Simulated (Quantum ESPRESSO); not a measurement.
Computed results, one entry a study.

### As2Pt (Sperrylite): parallel and opposed starts

The structure is cubic, space group Pa-3 (No. 205). Conventional cell: a = 5.966 Å, b = 5.966 Å, c = 5.966 Å, α = 90.00°, β = 90.00°, γ = 90.00°. As has 1 As at 2.42 Å and 3 Pt at 2.49 Å nearest. Nearest to Pt lie 6 As at 2.49 Å. Farther neighbours are not listed.

```
CELL_PARAMETERS angstrom
5.96650 0.00000 0.00000
0.00000 5.96650 0.00000
0.00000 0.00000 5.96650
ATOMIC_POSITIONS crystal
As 0.38300 0.38300 0.38300
As 0.11700 0.61700 0.88300
As 0.88300 0.11700 0.61700
As 0.61700 0.88300 0.11700
As 0.61700 0.61700 0.61700
As 0.88300 0.38300 0.11700
As 0.11700 0.88300 0.38300
As 0.38300 0.11700 0.88300
Pt 0.00000 0.00000 0.00000
Pt 0.50000 0.00000 0.50000
Pt 0.50000 0.50000 0.00000
Pt 0.00000 0.50000 0.50000
```

```yaml
method: PBEsol; plane waves with GBRV 1.5 PBEsol potentials, no spin-orbit coupling, projections on orthogonalised atomic orbitals (and 2 further levels or steps)
program: Quantum ESPRESSO 7.5
settings_of_one_run: GBRV 1.5 PBEsol, potential files Pt: pt_pbesol_v1.4.uspp.F.UPF, As: as_pbesol_v1.uspp.F.UPF, cutoff 544.23 eV, 4×4×4 k-mesh, 72 bands, fermi-dirac occupations, smearing width 0.1 eV, collinear spin, SCF threshold 2.40e-8, starting moments 0 0 0 0 0 0 0 0 0.6 0.6 -0.6 -0.6 μB
cost: 5 runs, 8.8 min in all on 4 MPI ranks of Arm Neoverse V2, shared host (the runs of this entry)
lowest_state_found: non-magnetic (from ferro ++++, antiferro ++-- and ferri +++-)
largest_site_moment: 0 μB
```

The lowest state carries no moment, and no start kept one. This is the lowest of 3 collinear or spinless starts, no proof of the ground state.

[Logs and program files are shortened in this print: banners, set-up blocks, solver, clock and traceback lines can be left out without a mark of their own.]

[Logs are printed without paths, hosts, clocks, repeated set-up lines and the standing remarks that a program may print on its own settings, such as how far it seeks lower states.]

[Hosts, paths, dates, database ids (printed as entryN), source tags and the programs' standing remarks are cut or masked in the printed files.]

[Where a cell is said to come from a database of computed structures, the database is the Materials Project.]
